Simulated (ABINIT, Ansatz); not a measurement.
## YSn3 (Pm-3m): phonons by linear response

How does YSn3 (Pm-3m) vibrate, and is this structure a minimum?

Program: ABINIT 10.8.3. Level of theory: DFT PBEsol, scalar-relativistic, plane waves, PseudoDojo norm-conserving pseudopotentials. Results are calculated unless marked as measured.

**1. The structure**

Symmetry: Pm-3m, No. 221, cubic system. The conventional cell has a = 4.666 Å, b = 4.666 Å, c = 4.666 Å, α = 90.00°, β = 90.00°, γ = 90.00°. Y has 12 Sn at 3.30 Å nearest. Nearest to Sn lie 4 Y at 3.30 Å and 8 Sn at 3.30 Å. Farther neighbours are not listed.

**2. A probe with smearing**

A first run with smearing and empty bands tells whether the crystal has a gap, which decides between fixed occupations and smearing later on.

Contents of probe.abi:

```
# ground state
tolvrs 1.0d-08
prtden 1
prtwf 1

# basis, mesh and filling
ecut 32.0
ngkpt 4 4 4
nshiftk 1
shiftk 0.0 0.0 0.0
istwfk *1
occopt 7
tsmear 0.005
nband 36
nstep 100
diemac 9.0
prtebands 0
prtgsr 0

# cell and atoms
acell 8.817462097 8.817462097 8.817462097
rprim 
    1.0 0.0 0.0
    0.0 1.0 0.0
    0.0 0.0 1.0
ntypat 2
znucl 39 50
natom 4
typat 1 2 2 2
xred 
    0.0 0.0 0.0
    0.0 0.5 0.5
    0.5 0.0 0.5
    0.5 0.5 0.0
pp_dirpath "./pseudo"
pseudos "Y.upf, Sn.upf"
```

The run is started by

```console
$ OMP_NUM_THREADS=1 mpirun -n 10 abinit probe.abi > probe.log
```

Numbers of over 12 decimals in the logs are rounded to 6 here.

probe.abo, the main output file:

```text
[banners, grids, parts of the stress and lines that vanish by symmetry left out]
- input  file    -> probe.abi
- output file    -> probe.abo
- root for input  files -> probei
[...]
Symmetries : space group Pm -3 m (#221); Bravais cP (primitive cubic)
[...]
mpw =        6031          nfft =      110592          nkpt =          10
[...]
== DATASET  1 ==================================================================
[...]
cutoff_energies: {ecut:  32.0, pawecutdg:  -1.0, }
[...]
ETOT  1  -276.39616610344    -2.764E+02 2.988E-01 2.887E+01
 ETOT  2  -276.74365865149    -3.475E-01 3.109E-02 7.607E-01
 ETOT  3  -276.74384684207    -1.882E-04 3.265E-03 4.850E-02
 ETOT  4  -276.74386229617    -1.545E-05 1.042E-03 1.319E-03
 ETOT  5  -276.74386260968    -3.135E-07 2.996E-03 6.173E-05
 ETOT  6  -276.74386262787    -1.819E-08 1.041E-03 1.459E-06
 ETOT  7  -276.74386262801    -1.355E-10 1.766E-03 7.921E-08
 ETOT  8  -276.74386262802    -1.728E-11 4.051E-04 2.110E-10
 At SCF step    8       vres2   =  2.11E-10 < tolvrs=  1.00E-08 =>converged.
[...]
sigma(1 1)=  7.46910014E-05  sigma(3 2)=  0.00000000E+00
  sigma(2 2)=  7.46910014E-05  sigma(3 1)=  0.00000000E+00
  sigma(3 3)=  7.46910014E-05  sigma(2 1)=  0.00000000E+00
[...]
convergence: {deltae: -1.728E-11, res2:  2.110E-10, residm:  4.051E-04, diffor: null, }
etotal    :  -2.76743863E+02
[...]
sigma(1 1)=  7.46910014E-05  sigma(3 2)=  0.00000000E+00
  sigma(2 2)=  7.46910014E-05  sigma(3 1)=  0.00000000E+00
  sigma(3 3)=  7.46910014E-05  sigma(2 1)=  0.00000000E+00
[...]
- sigma(1 1)=  2.19748513E+00  sigma(3 2)=  0.00000000E+00
- sigma(2 2)=  2.19748513E+00  sigma(3 1)=  0.00000000E+00
- sigma(3 3)=  2.19748513E+00  sigma(2 1)=  0.00000000E+00
[...]
fcart     -0.0000000000E+00 -0.0000000000E+00 -0.0000000000E+00
           strten      7.4691001363E-05  7.4691001363E-05  7.4691001363E-05
================================================================================

[key lines of the parts left out:]
pressure_GPa:  -2.1975E+00
```

Elapsed: 11 s, on 10 MPI ranks of Arm Neoverse V1, shared host; 1.7 min of CPU time.

This step gave:

```
volume per atom   : 25.40 Å³
pressure          : -2.197 GPa
gap on the k-mesh : 0 eV
```

No gap opens on this mesh, so smearing is kept; the printed pressure holds the stress of the finite basis too.

**3. Relaxation**

The harmonic expansion needs vanishing forces, and a free crystal bears no stress, so cell and atoms are brought to rest. Stress is more sensitive to the basis than forces are: the last 3 Ha under the cutoff are smoothed with ecutsm, and the cutoff is raised above that of the later runs.

Contents of relax.abi:

```
# relaxation
ionmov 2
optcell 2
dilatmx 1.08
ntime 40
tolmxf 1.0d-05
tolvrs 1.0d-14
prtwf 0
prtden 0
chksymtnons 0

# basis, mesh and filling
ecut 40.0
ecutsm 3.0
ngkpt 8 8 8
nshiftk 1
shiftk 0.0 0.0 0.0
istwfk *1
occopt 7
tsmear 0.01
nband 36
nstep 100
diemac 1000000.0
prtebands 0
prtgsr 0

# cell and atoms
acell 8.817462097 8.817462097 8.817462097
rprim 
    1.0 0.0 0.0
    0.0 1.0 0.0
    0.0 0.0 1.0
ntypat 2
znucl 39 50
natom 4
typat 1 2 2 2
xred 
    0.0 0.0 0.0
    0.0 0.5 0.5
    0.5 0.0 0.5
    0.5 0.5 0.0
pp_dirpath "./pseudo"
pseudos "Y.upf, Sn.upf"
```

The run is started by

```console
$ OMP_NUM_THREADS=1 mpirun -n 16 abinit relax.abi > relax.log
```

relax.abo, the main output file:

```text
[banners, grids, parts of the stress and lines that vanish by symmetry left out]
- input  file    -> relax.abi
- output file    -> relax.abo
- root for input  files -> relaxi
[...]
Symmetries : space group Pm -3 m (#221); Bravais cP (primitive cubic)
[...]
mpw =       10488          nfft =      216000          nkpt =          35
[...]
== DATASET  1 ==================================================================
[...]
-    --> not optimal distribution: autoparal keyword recommended in input file <--
[...]
cutoff_energies: {ecut:  40.0, pawecutdg:  -1.0, }
[...]
ETOT  1  -276.23799007640    -2.762E+02 4.133E-01 5.387E+01
 ETOT  2  -276.74798379901    -5.100E-01 6.741E-02 6.384E+00
 ETOT  3  -276.74868271063    -6.989E-04 4.957E-03 4.606E-01
 ETOT  4  -276.74873611518    -5.340E-05 3.142E-03 7.720E-03
 ETOT  5  -276.74873673076    -6.156E-07 1.141E-03 1.161E-04
[...]
At SCF step   11       vres2   =  1.57E-15 < tolvrs=  1.00E-14 =>converged.
[...]
sigma(1 1)=  2.47739546E-05  sigma(3 2)=  0.00000000E+00
  sigma(2 2)=  2.47739546E-05  sigma(3 1)=  0.00000000E+00
  sigma(3 3)=  2.47739546E-05  sigma(2 1)=  0.00000000E+00
[...]
convergence: {deltae:  6.537E-12, res2:  1.575E-15, residm:  1.310E-04, diffor: null, }
etotal    :  -2.76748737E+02
[...]
ETOT  1  -276.74864729782    -2.767E+02 5.459E-02 1.677E+00
[...]
At SCF step   10       vres2   =  1.34E-15 < tolvrs=  1.00E-14 =>converged.
[...]
sigma(1 1)=  2.00900663E-05  sigma(3 2)=  0.00000000E+00
  sigma(2 2)=  2.00900663E-05  sigma(3 1)=  0.00000000E+00
  sigma(3 3)=  2.00900663E-05  sigma(2 1)=  0.00000000E+00
[...]
convergence: {deltae: -7.049E-12, res2:  1.344E-15, residm:  4.450E-05, diffor: null, }
etotal    :  -2.76748771E+02
[...]
ETOT  1  -276.74664802013    -2.767E+02 1.639E-01 2.983E+01
[...]
At SCF step   11       vres2   =  7.06E-17 < tolvrs=  1.00E-14 =>converged.
[...]
sigma(1 1)= -3.43552271E-07  sigma(3 2)=  0.00000000E+00
  sigma(2 2)= -3.43552271E-07  sigma(3 1)=  0.00000000E+00
  sigma(3 3)= -3.43552271E-07  sigma(2 1)=  0.00000000E+00
[...]
convergence: {deltae: -2.501E-12, res2:  7.056E-17, residm:  3.882E-06, diffor: null, }
etotal    :  -2.76748835E+02
[...]
ETOT  1  -276.74883469727    -2.767E+02 3.301E-06 8.389E-03
[...]
ETOT  8  -276.74883531324     9.550E-12 2.123E-06 2.244E-14
 ETOT  9  -276.74883531325    -9.152E-12 5.160E-06 3.192E-16
 At SCF step    9       vres2   =  3.19E-16 < tolvrs=  1.00E-14 =>converged.
[...]
sigma(1 1)=  4.59833671E-09  sigma(3 2)=  0.00000000E+00
  sigma(2 2)=  4.59833670E-09  sigma(3 1)=  0.00000000E+00
  sigma(3 3)=  4.59833669E-09  sigma(2 1)=  0.00000000E+00
[...]
convergence: {deltae: -9.152E-12, res2:  3.192E-16, residm:  5.160E-06, diffor: null, }
etotal    :  -2.76748835E+02
[...]
At Broyd/MD step   4, gradients are converged :
[...]
sigma(1 1)=  4.59833671E-09  sigma(3 2)=  0.00000000E+00
  sigma(2 2)=  4.59833670E-09  sigma(3 1)=  0.00000000E+00
  sigma(3 3)=  4.59833669E-09  sigma(2 1)=  0.00000000E+00
[...]
- sigma(1 1)=  1.35287737E-04  sigma(3 2)=  0.00000000E+00
- sigma(2 2)=  1.35287736E-04  sigma(3 1)=  0.00000000E+00
- sigma(3 3)=  1.35287736E-04  sigma(2 1)=  0.00000000E+00
[...]
fcart     -0.0000000000E+00 -0.0000000000E+00 -0.0000000000E+00
           strten      4.5983367097E-09  4.5983366993E-09  4.5983366854E-09
================================================================================

[key lines of the parts left out:]
pressure_GPa:  -1.3529E-04
Total energy (etotal) [Ha]= -2.76748835313254E+02
```

Elapsed: 3.5 min, on 16 MPI ranks.

Relaxation path:

| step | energy less that of the first step (eV) | largest force (eV/Å) | volume (Å³) |
| --- | --- | --- | --- |
| 1 | 0.0000 | 0.0000 | 101.59 |
| 2 | -0.0009 | 0.0000 | 101.36 |
| 3 | -0.0027 | 0.0000 | 100.40 |
| 4 | -0.0027 | 0.0000 | 100.42 |

| conventional cell, symmetrised | before | after | change |
| --- | --- | --- | --- |
| a (Å) | 4.666 | 4.648 | -0.4 % |
| b (Å) | 4.666 | 4.648 | -0.4 % |
| c (Å) | 4.666 | 4.648 | -0.4 % |
| volume (Å³/atom) | 25.40 | 25.10 | -1.1 % |

The relaxed structure:

```cif
data_structure
_symmetry_space_group_name_H-M 'P 1'
_symmetry_Int_Tables_number 1
_cell_length_a 4.6481
_cell_length_b 4.6481
_cell_length_c 4.6481
_cell_angle_alpha 90.000
_cell_angle_beta 90.000
_cell_angle_gamma 90.000
_cell_volume 100.42
loop_
_atom_site_label
_atom_site_type_symbol
_atom_site_fract_x
_atom_site_fract_y
_atom_site_fract_z
_atom_site_occupancy
Y1 Y 0.00000 0.00000 0.00000 1
Sn2 Sn 0.00000 0.50000 0.50000 1
Sn3 Sn 0.50000 0.00000 0.50000 1
Sn4 Sn 0.50000 0.50000 0.00000 1
```

Numbers from this step:

- volume per atom: 25.10 Å³
- pressure: -1.35e-4 GPa

The volume changes by -1.1 % in this run and stands -1.1 % from the first cell.

**4. Self-consistent run for the response**

The response is built on these wavefunctions, so the potential is converged far more tightly than an energy would need. Smearing stays on, as the first look found no gap above 0.3 eV.

Contents of gs.abi:

```
# ground state
tolvrs 1.0d-16
prtden 1
prtwf 1

# basis, mesh and filling
ecut 32.0
ngkpt 8 8 8
nshiftk 1
shiftk 0.0 0.0 0.0
istwfk *1
occopt 7
tsmear 0.01
nband 36
nstep 100
diemac 1000000.0
prtebands 0
prtgsr 0

# cell and atoms
acell 8.783591308 8.783591308 8.783591308
rprim 
    1.0 0.0 0.0
    0.0 1.0 0.0
    0.0 0.0 1.0
ntypat 2
znucl 39 50
natom 4
typat 1 2 2 2
xred 
    0.0 0.0 0.0
    0.0 0.5 0.5
    0.5 0.0 0.5
    0.5 0.5 0.0
pp_dirpath "./pseudo"
pseudos "Y.upf, Sn.upf"
```

The run is started by

```console
$ OMP_NUM_THREADS=1 mpirun -n 16 abinit gs.abi > gs.log
```

gs.abo, the main output file:

```text
[banners, grids, parts of the stress and lines that vanish by symmetry left out]
- input  file    -> gs.abi
- output file    -> gs.abo
- root for input  files -> gsi
[...]
Symmetries : space group Pm -3 m (#221); Bravais cP (primitive cubic)
[...]
mpw =        5904          nfft =      110592          nkpt =          35
[...]
== DATASET  1 ==================================================================
[...]
-    --> not optimal distribution: autoparal keyword recommended in input file <--
[...]
cutoff_energies: {ecut:  32.0, pawecutdg:  -1.0, }
[...]
ETOT  1  -276.35311305459    -2.764E+02 3.157E-01 2.418E+01
 ETOT  2  -276.74709588950    -3.940E-01 1.193E-02 1.179E+00
 ETOT  3  -276.74725683763    -1.609E-04 3.218E-03 2.317E-01
 ETOT  4  -276.74732240982    -6.557E-05 1.969E-03 2.626E-03
 ETOT  5  -276.74732289580    -4.860E-07 2.384E-03 4.325E-05
[...]
ETOT 11  -276.74732290203    -4.547E-12 2.183E-04 3.962E-16
 ETOT 12  -276.74732290202     8.242E-12 1.861E-04 3.148E-18
 At SCF step   12       vres2   =  3.15E-18 < tolvrs=  1.00E-16 =>converged.
[...]
sigma(1 1)=  4.02931273E-05  sigma(3 2)=  0.00000000E+00
  sigma(2 2)=  4.02931273E-05  sigma(3 1)=  0.00000000E+00
  sigma(3 3)=  4.02931273E-05  sigma(2 1)=  0.00000000E+00
[...]
convergence: {deltae:  8.242E-12, res2:  3.148E-18, residm:  1.861E-04, diffor: null, }
etotal    :  -2.76747323E+02
[...]
sigma(1 1)=  4.02931273E-05  sigma(3 2)=  0.00000000E+00
  sigma(2 2)=  4.02931273E-05  sigma(3 1)=  0.00000000E+00
  sigma(3 3)=  4.02931273E-05  sigma(2 1)=  0.00000000E+00
[...]
- sigma(1 1)=  1.18546473E+00  sigma(3 2)=  0.00000000E+00
- sigma(2 2)=  1.18546473E+00  sigma(3 1)=  0.00000000E+00
- sigma(3 3)=  1.18546473E+00  sigma(2 1)=  0.00000000E+00
[...]
fcart     -0.0000000000E+00 -0.0000000000E+00 -0.0000000000E+00
           strten      4.0293127271E-05  4.0293127271E-05  4.0293127271E-05
================================================================================

[key lines of the parts left out:]
pressure_GPa:  -1.1855E+00
```

The job ended after 33 s (16 MPI ranks; 8.7 min of CPU time).

Numbers from this step:

```
pressure : -1.185 GPa
```

The cell stands at -1.2 GPa: the relaxation ran with a smoothed and higher cutoff, and the difference is a stress of the finite basis.

[end of part 1 of 5]

[Host names and launcher messages were left out of these logs when they were recorded.]

[Logs are printed without paths, hosts, clocks, repeated set-up lines and the standing remarks that a program may print on its own settings, such as how far it seeks lower states.]

[Hosts, paths, dates, database ids (printed as entryN), source tags and the programs' standing remarks are cut or masked in the printed files.]
